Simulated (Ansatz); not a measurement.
# CuRhSeO (built on the sites of a database entry of CuRhO2): from the cell to its phonons, part 2 of 2

Task: relax CuRhSeO (built on the sites of a database entry of CuRhO2), then find its harmonic phonons.

Ansatz 0.2.0; DFT PBEsol, scalar-relativistic, plane waves, PAW.

So far. Step 4 (Tight relaxation): The largest force component left is 0.90 meV/Å and the pressure is 0.008 GPa, within the tolerances set. The cell now holds 15.85 Å³/atom. The relaxed cell has a = 3.413, c = 18.850 Å (conventional setting).

The structure was built from a prototype and need not be the compound's stable phase.

### 5. Modes at Γ

The zone centre is the only wavevector solved here; it holds the modes that light can see, as far as symmetry allows. The response to a homogeneous field gives the Born charges and the dielectric tensor, and its change with displacement the Raman tensors.

The input, input.yaml:

```yaml
crystal:
  lattice:
    - [1.7064332035, 0.9852096694, 6.2832333542]
    - [-1.7064332035, 0.9852096694, 6.2832333542]
    - [0.0, -1.9704193388, 6.2832333542]
  atoms:
    - { symbol: Cu, position: [0.0102210348, 0.0102210348, 0.0102210348] }
    - { symbol: Rh, position: [0.4925944177, 0.4925944177, 0.4925944177] }
    - { symbol: O, position: [0.1052586302, 0.1052586302, 0.1052586302] }
    - { symbol: Se, position: [0.8919259173, 0.8919259173, 0.8919259173] }
kpoints:
  mp_grid: { grid: [9, 9, 9] }
hamiltonian:
  xc: pbesol
scf:
  occupations: { method: fixed }
output:
  eigenvalues: true
phonons:
  method: dfpt
  dielectric: true
  rigid_motions: translations
  raman: true
```

The run is started by

```
$ ansatz run input.yaml --threads 8 --pin off --max-ram 14336MiB --backend cpu --events-out ev --progress --plain --runs-dir out
```

Numbers of over 12 decimals in the logs are rounded to 6 here.

Output:

```text
[...]
Crystal: 4 atoms, lattice volume = 63.380 Å³
Basis set: ecut = 420 eV, 1221 PW (Γ), exchange–correlation on 90×90×90 points (8 copies of the dense FFT grid, shifted against one another)
Bands: 35, of which v1, the nominal top of the filled ones, is band 29 counted from 1 (28 counted from 0)
Symmetry: 6 space group operations
k-points: 205 of 729 (irreducible under 2 space group operations, time reversal used)
[...]
SCF iter   1: F=—  HF=-18911.346225 eV  |F-HF|=—  |Δ(HF+E_count)|=         —  Δρ=1.24e-2  dr2=7.15e-2  ethr=1.77e-3  ⟨swp⟩=4.8  Hψ=24537  notcnv=0  defer=806
[...]
SCF iter  14: F=-18911.328399 eV  HF=-18911.328399 eV  |F-HF|=7.28e-12  |Δ(HF+E_count)|=  8.00e-11  Δρ=1.97e-7  dr2=2.41e-11  ethr=1.00e-12  ⟨swp⟩=10.2  Hψ=44299  notcnv=0
SCF 1 converged in 14 iterations: F = -18911.328399 eV  dr2 = 2.41e-11
[...]
NSCF: frozen V_eff on 10 k-points
DFPT response loops at Γ: preconditioner auto → Resta (q_TF=auto, 2.688 Å⁻¹)  ε∞=8.9 (no band partly filled); β = 1.00, the filter's whole step (`scf.mixing.beta` (0.50) is not read by the response loops at its default; to damp them type it under 1.00, their step now; it binds the ground state too); Broyden in place of MSR1
── the response to a field inside a basis, on 12×12×12 k-points: an SCF that follows is theirs, and a resumed run solves both again ──
Bands: 30, of which v1, the nominal top of the filled ones, is band 29 counted from 1 (28 counted from 0)
k-points: 182
[...]
Eigensolver: Dense (182 Hₖ)
SCF iter   1: F=—  HF=-18911.291404 eV  |F-HF|=—  |Δ(HF+E_count)|=         —  Δρ=4.27e-4  dr2=2.26e-5  ethr=1.00e-1
[...]
SCF iter  10: F=-18911.291412 eV  HF=-18911.291412 eV  |F-HF|=3.64e-12  |Δ(HF+E_count)|=  7.28e-11  Δρ=2.41e-7  dr2=5.91e-11  ethr=1.18e-12
SCF 1 converged in 10 iterations: F = -18911.291412 eV  dr2 = 5.91e-11
[...]
WARN: field response: ε∞ stands inside a basis, on 12×12×12 points; the force constants stand on the 9×9×9 k-mesh, whose period is 12.48 times the interband length at k = (0.0000, 0.3333, 0.3333), direct gap 0.984 eV, under 14: take them and everything formed from them as unconverged, and compare with a denser kpoints.mp_grid
SCF converged after 14 iterations
Free energy (F): -18911.328399 eV
[...]
Internal energy: -18911.328399 eV  (E = F + TS)
E sigma→0 (E₀):  -18911.328399 eV
Fermi energy:    11.021167 eV
[...]
--- Band table (eV; the first three rows and the last of 205) ---
  k-point 0: bands = [... 25 lower, 9.5182, 9.9263, 10.0141, 10.0141, 13.5042, 14.5955, 14.5955, 17.8460, ... 2 higher]
  k-point 1: bands = [... 25 lower, 9.5109, 9.9743, 10.1873, 10.3912, 13.6824, 13.9828, 14.4032, 18.6287, ... 2 higher]
  k-point 2: bands = [... 25 lower, 9.5858, 10.1367, 10.4437, 10.7746, 12.9888, 14.0250, 14.1883, 18.7211, ... 2 higher]
  k-point 204: bands = [... 25 lower, 9.4932, 10.3545, 10.8643, 10.9655, 13.5635, 14.1207, 15.3898, 16.6477, ... 2 higher]
--- Phonons (Γ-DFPT): 8 representative perturbations + reference, on 205 of 729 k-points (Σ response iterations 29) ---
  k mesh reduced under 2 symmetry operations, with k and −k counted as one. Each operation leaves every solved perturbation unchanged. A smaller set is not considered because the run solves the response to a homogeneous field
  ASR residual: 7.329e-5 → 0.000e0 eV/Å²; symmetrization residual: 6.127e-6 eV/Å²
  ASR residual per site (eV/Å²): 4.17e-5 7.33e-5 4.50e-5 2.25e-5
  Γ frequencies (cm⁻¹): 0.00 0.00 0.00 101.84 101.84 259.11 259.11 263.57 332.17 361.78 361.78 648.58
  ε∞ (high-frequency dielectric tensor):
       15.031483     0.000000    -0.000000
        0.000000    15.031483    -0.000000
       -0.000000    -0.000000    13.192713
  ε⁰ (static dielectric tensor: ions relaxed, cell fixed):
       20.947452    -0.000000     0.000000
       -0.000000    20.947452    -0.000000
        0.000000    -0.000000    13.940057
  ε⁰ − ε∞ (ionic part):
        5.915969    -0.000000     0.000000
       -0.000000     5.915969    -0.000000
        0.000000    -0.000000     0.747344
  softest optical mode at Γ: 101.84 cm⁻¹; the repairs (sum rule, projections) moved no ω² at Γ by more than (1.42 cm⁻¹)²
  Born effective charges Z* (e; rows j = field, columns β = displacement):
    site 0:
        -0.28572   -0.00000   -0.00000
        -0.00000   -0.28572   -0.00000
        -0.00000   -0.00000    0.95736
    site 1:
         1.26874   -0.00000    0.00000
         0.00000    1.26874   -0.00000
         0.00000   -0.00000   -0.18536
    site 2:
        -2.81078   -0.00000   -0.00000
        -0.00000   -2.81078    0.00000
        -0.00000    0.00000   -2.05478
    site 3:
         1.82776    0.00000    0.00000
         0.00000    1.82776   -0.00000
         0.00000   -0.00000    1.28278
  Z* charge neutrality: 5.890e-3 e pre-enforcement
  solved inside a basis spanned on kpoints, on 12×12×12 k-points transformed towards the longest dipole: ε∞ is read to err by 5.6e-2, Z* by 2.4e-2 e (field_mesh: kpoints solves on kpoints); Z* is corrected for what the basis lacks
  Raman tensors (in the event stream and the table raman_tensors.tsv): an entry may err by 2.1e0 Å², one of the second-order susceptibility by 1.8e1 pm/V (basis, points and sum rule); their sum over the sites missed zero by 8.232e-4 Å² ahead of its enforcement
  optical modes at Γ without the LO–TO term, one row a degenerate level:
      ω (cm⁻¹)  modes    IR ((D/Å)²/amu)  static Raman (Å⁴/amu)  depolarisation
        101.84      2             0.8889                13.4825           0.750
        259.11      2            10.7147              1866.3884           0.750
        263.57      1             0.0103              1053.9885           0.003
        332.17      1             0.8464              3749.2744           0.066
        361.78      2            13.9145                41.3944           0.750
        648.58      1             6.0529               900.9003           0.355
  optical modes at Γ + LO–TO along q̂ = [1.0000, 0.0000, 0.0000]:
      ω (cm⁻¹)  modes    IR ((D/Å)²/amu)  static Raman (Å⁴/amu)  depolarisation
        101.84      1             0.4444                 6.7413           0.750
        105.42      1             0.2453                30.5751           0.750
        259.11      1             5.3573               933.1942           0.750
        263.57      1             0.0103              1053.9885           0.003
        276.71      1             3.1827               385.4549           0.750
        332.17      1             0.8464              3749.2744           0.066
        361.78      1             6.9573                20.6972           0.750
        386.37      1             9.3311               518.4796           0.750
        648.58      1             6.0529               900.9003           0.355
  optical modes at Γ + LO–TO along q̂ = [0.0000, 1.0000, 0.0000]:
      ω (cm⁻¹)  modes    IR ((D/Å)²/amu)  static Raman (Å⁴/amu)  depolarisation
        101.84      1             0.4444                 6.7413           0.750
        105.42      1             0.2453                30.5751           0.750
        259.11      1             5.3573               933.1942           0.750
        263.57      1             0.0103              1053.9885           0.003
        276.71      1             3.1827               385.4549           0.750
        332.17      1             0.8464              3749.2744           0.066
        361.78      1             6.9573                20.6972           0.750
        386.37      1             9.3311               518.4796           0.750
        648.58      1             6.0529               900.9003           0.355
  optical modes at Γ + LO–TO along q̂ = [0.0000, 0.0000, 1.0000]:
      ω (cm⁻¹)  modes    IR ((D/Å)²/amu)  static Raman (Å⁴/amu)  depolarisation
        101.84      2             0.8889                13.4825           0.750
        259.11      2            10.7147              1866.3884           0.750
        263.62      1             0.0086              1159.5252           0.001
        335.25      1             0.7682              2188.0159           0.058
        361.78      2            13.9145                41.3944           0.750
        660.46      1             6.1328               282.1102           0.069
```

The job ended after 13 min (8 threads of AMD EPYC 7R43, shared host; peak memory 3.5 GiB).

Reading the cycles: dr2 is the Hartree energy of the density residual (eV), the measure of convergence; HF is the Harris–Foulkes estimate of the energy, which meets the free energy F at convergence.

This step gave:

```
sum-rule residual before enforcement                    : 7.33e-5 eV/Å²
miss of the charge sum rule                             : 0.005890 e
estimated error of the dielectric tensor                : 0.05561
estimated error of the Born charges                     : 0.02400 e
point group                                             : 3m
highest optical mode at the zone centre (no LO-TO term) : 648.6 cm⁻¹
lowest optical zone-centre mode                         : 101.8 cm⁻¹
mean high-frequency dielectric constant                 : 14.42
largest Born charge (third of the trace)                : -2.559 e
mean static dielectric constant                         : 18.61
top of the zone-centre spectrum with the field          : 660.5 cm⁻¹
```

Without the LO-TO term. Patterns of degenerate modes are one choice out of their space. The modes at Γ (shares of kinetic energy by element, %):

| mode | frequency (cm⁻¹) | symmetry | Cu % | Rh % | O % | Se % |
| --- | --- | --- | --- | --- | --- | --- |
| 1 | 0.0 | acoustic | 24 | 39 | 6 | 30 |
| 2 | 0.0 | acoustic | 24 | 39 | 6 | 30 |
| 3 | 0.0 | acoustic | 24 | 39 | 6 | 30 |
| 4 | 101.8 | E | 74 | 16 | 0 | 10 |
| 5 | 101.8 | E | 74 | 16 | 0 | 10 |
| 6 | 259.1 | E | 0 | 19 | 31 | 49 |
| 7 | 259.1 | E | 0 | 19 | 31 | 49 |
| 8 | 263.6 | A1 | 54 | 41 | 5 | 0 |
| 9 | 332.2 | A1 | 8 | 19 | 4 | 70 |
| 10 | 361.8 | E | 1 | 26 | 63 | 10 |
| 11 | 361.8 | E | 1 | 26 | 63 | 10 |
| 12 | 648.6 | A1 | 14 | 1 | 85 | 0 |

Displacements in mode 4 (101.8 cm⁻¹), the largest set to 1:
```
Cu1  1.00  0.04  0.00
Rh2 -0.36 -0.01  0.00
O3  -0.02  0.00  0.00
Se4 -0.33 -0.01  0.00
```

Displacements in mode 12 (648.6 cm⁻¹), the largest set to 1:
```
Cu1  0.00  0.00 -0.20
Rh2  0.00  0.00 -0.04
O3   0.00  0.00  1.00
Se4  0.00  0.00  0.02
```

Optical modes at the zone centre, without and with the macroscopic field of the longitudinal modes; each column is sorted by frequency, so a row need not hold one and the same mode. Modes with and without the field, by row:

| rank among optical modes | no field (cm⁻¹) | q along (1, 0, 0) (cm⁻¹) | q along (0, 0, 1) (cm⁻¹) |
| --- | --- | --- | --- |
| 1 | 101.8 | 101.8 | 101.8 |
| 2 | 101.8 | 105.4 | 101.8 |
| 3 | 259.1 | 259.1 | 259.1 |
| 4 | 259.1 | 263.6 | 259.1 |
| 5 | 263.6 | 276.7 | 263.6 |
| 6 | 332.2 | 332.2 | 335.2 |
| 7 | 361.8 | 361.8 | 361.8 |
| 8 | 361.8 | 386.4 | 361.8 |
| 9 | 648.6 | 648.6 | 660.5 |

Born charge (rows field, columns displacement) (e), principal values of the symmetric part by kind of site:

| atom | atoms with these values | low | middle | high | mean |
| --- | --- | --- | --- | --- | --- |
| Cu1 | 1 | -0.29 | -0.29 | 0.96 | 0.13 |
| Rh2 | 1 | -0.19 | 1.27 | 1.27 | 0.78 |
| O3 | 1 | -2.81 | -2.81 | -2.05 | -2.56 |
| Se4 | 1 | 1.28 | 1.83 | 1.83 | 1.65 |

In full for Se4:

```
1.83 0.00 0.00
0.00 1.83 0.00
0.00 0.00 1.28
```

High-frequency dielectric tensor:

```
15.03  0.00  0.00
 0.00 15.03  0.00
 0.00  0.00 13.19
```

Static dielectric tensor (ions relaxed, fixed cell):

```
20.95  0.00  0.00
 0.00 20.95  0.00
 0.00  0.00 13.94
```

Transverse modes. Infrared lines, with heights relative to the strongest:

| position (cm⁻¹) | label | relative intensity |
| --- | --- | --- |
| 102 | E | 6.4 |
| 259 | E | 77 |
| 264 | A1 | 0.1 |
| 332 | A1 | 6.1 |
| 362 | E | 100 |
| 649 | A1 | 44 |

Activity x (w_L - w)^4 (n + 1)/w, 532 nm, 300 K; the tensors are static ones, while 532 nm light lies above the computed direct gap, where resonance would change the heights; modes without the macroscopic field alone. Lines of the Raman spectrum (strongest = 100):

| position (cm⁻¹) | label | relative intensity |
| --- | --- | --- |
| 102 | E | 2.5 |
| 259 | E | 73 |
| 264 | A1 | 40 |
| 332 | A1 | 100 |
| 362 | E | 1.0 |
| 649 | A1 | 10 |

Static second-order susceptibility (pm/V), twice the coefficient d of second-harmonic generation. Second order susceptibility, by row:

| field along | xx | yy | zz | yz | xz | xy |
| --- | --- | --- | --- | --- | --- | --- |
| x | 0 | 0 | 0 | 0 | 271 | -317.1 |
| y | -317.1 | 317.1 | 0 | 271 | 0 | 0 |
| z | 271 | 271 | 854 | 0 | 0 | 0 |

Before it was imposed, the acoustic sum rule was missed by 7.3e-5 eV/Å² and the charge sum rule by 0.0059 e. Small misses are needed for a sound result but don't prove that mesh and cutoff are converged. The lowest optical mode is real, 102 cm⁻¹.

The log warns of the k mesh: “the force constants stand on the 9×9×9 k-mesh, whose period is 12.48 times the interband length at k = (0.0000, 0.3333, 0.3333), direct gap 0.984 eV, under 14: take them and everything formed from them as unconverged”.

### 6. Another isotope, element Cu, natural mass 63.546 amu

An isotope changes the mass and not the force constants, so no new electronic calculation is needed; the shifts show which modes move this element.

The same force constants with the mass of Cu changed from 63.546 to 64.928 u (phonopy, no LO-TO term). Both lists are sorted by frequency; levels can cross, so a row need not hold one and the same mode. Modes under 3 cm⁻¹ are left out. Isotope shifts, by row:

| q | rank | natural mass (cm⁻¹) | changed mass (cm⁻¹) |
| --- | --- | --- | --- |
| 0 0 0 | 4 | 101.8 | 101 |
| 0 0 0 | 5 | 101.8 | 101 |
| 0 0 0 | 6 | 259.1 | 259.1 |
| 0 0 0 | 7 | 259.1 | 259.1 |
| 0 0 0 | 8 | 263.6 | 262 |
| 0 0 0 | 9 | 332.2 | 331.9 |
| 0 0 0 | 10 | 361.8 | 361.7 |
| 0 0 0 | 11 | 361.8 | 361.7 |
| 0 0 0 | 12 | 648.6 | 647.6 |

A mode of this element alone would shift by -1.07 %. The highest zone-centre frequency without the field goes from 648.6 to 647.6 cm⁻¹ (-0.1 %). The product of the frequency ratios over all optical modes at Γ is 0.976; the product rule, (m/m′)^(3k/2) (M′/M)^(3/2) with k = 1 such atoms and M the mass of the cell, gives 0.976.

### 7. Another isotope, element O, natural mass 15.999 amu

The same for O, from 16.00 to 18.00 u.

A mode of this element alone would shift by -5.72 %. The highest zone-centre frequency without the field goes from 648.6 to 617.2 cm⁻¹ (-4.8 %). The product of the frequency ratios over all optical modes at Γ is 0.848; the product rule, (m/m′)^(3k/2) (M′/M)^(3/2) with k = 1 such atoms and M the mass of the cell, gives 0.848.

### 8. Another isotope, element Se, natural mass 78.971 amu

The same for Se, from 78.97 to 81.92 u.

A mode of this element alone would shift by -1.81 %. The highest zone-centre frequency without the field goes from 648.6 to 648.6 cm⁻¹ (-0.0 %). The product of the frequency ratios over all optical modes at Γ is 0.963; the product rule, (m/m′)^(3k/2) (M′/M)^(3/2) with k = 1 such atoms and M the mass of the cell, gives 0.963.

### 9. Results

- space group after relaxation (within 0.01 Å): R3m
- volume per atom: 15.8 Å³
- gap on the k-mesh: 0.753 eV
- highest optical mode at the zone centre (no LO-TO term): 649 cm⁻¹
- top of the zone-centre spectrum with the field: 660 cm⁻¹
- lowest optical zone-centre mode: 102 cm⁻¹
- mean high-frequency dielectric constant: 14.4
- mean static dielectric constant: 18.6
- largest Born charge (third of the trace): -2.56 e
- imaginary modes at Γ (the only wavevector solved): none

In words: The structure is stable against zone-centre distortions, since no mode there is imaginary; other wavevectors were not solved, so zone-boundary instabilities are untested. Without the field, the optical modes at Γ span 102 to 649 cm⁻¹. No dispersion was computed. The highest mode in this list at Γ, 648.6 cm⁻¹, is mostly motion of O (85 % of the kinetic energy). With the macroscopic field of the longitudinal modes the top of the zone-centre spectrum lies at 660 cm⁻¹, against 649 cm⁻¹ without it. Lattice motion raises the mean dielectric constant from 14.42 to 18.61. The strongest infrared line is at 362 cm⁻¹. Averaged over orientations, the strongest Raman line at 532 nm and 300 K is at 332 cm⁻¹, among the modes without the field; their longitudinal partners can be Raman active too. The tensors are the static, non-resonant ones, while 532 nm light (2.33 eV) lies above the computed gap. With the field response the log warns that the k mesh is coarse for the force constants too, so the frequencies may not be converged. The starting cell was built on a prototype and not taken from a measurement, so the phase need not exist. These are harmonic frequencies at zero temperature: anharmonic shifts, linewidths and thermal expansion are left out.

[Logs are printed without paths, hosts, clocks, repeated set-up lines and the standing remarks that a program may print on its own settings, such as how far it seeks lower states.]

[Hosts, paths, dates, database ids (printed as entryN), source tags and the programs' standing remarks are cut or masked in the printed files.]
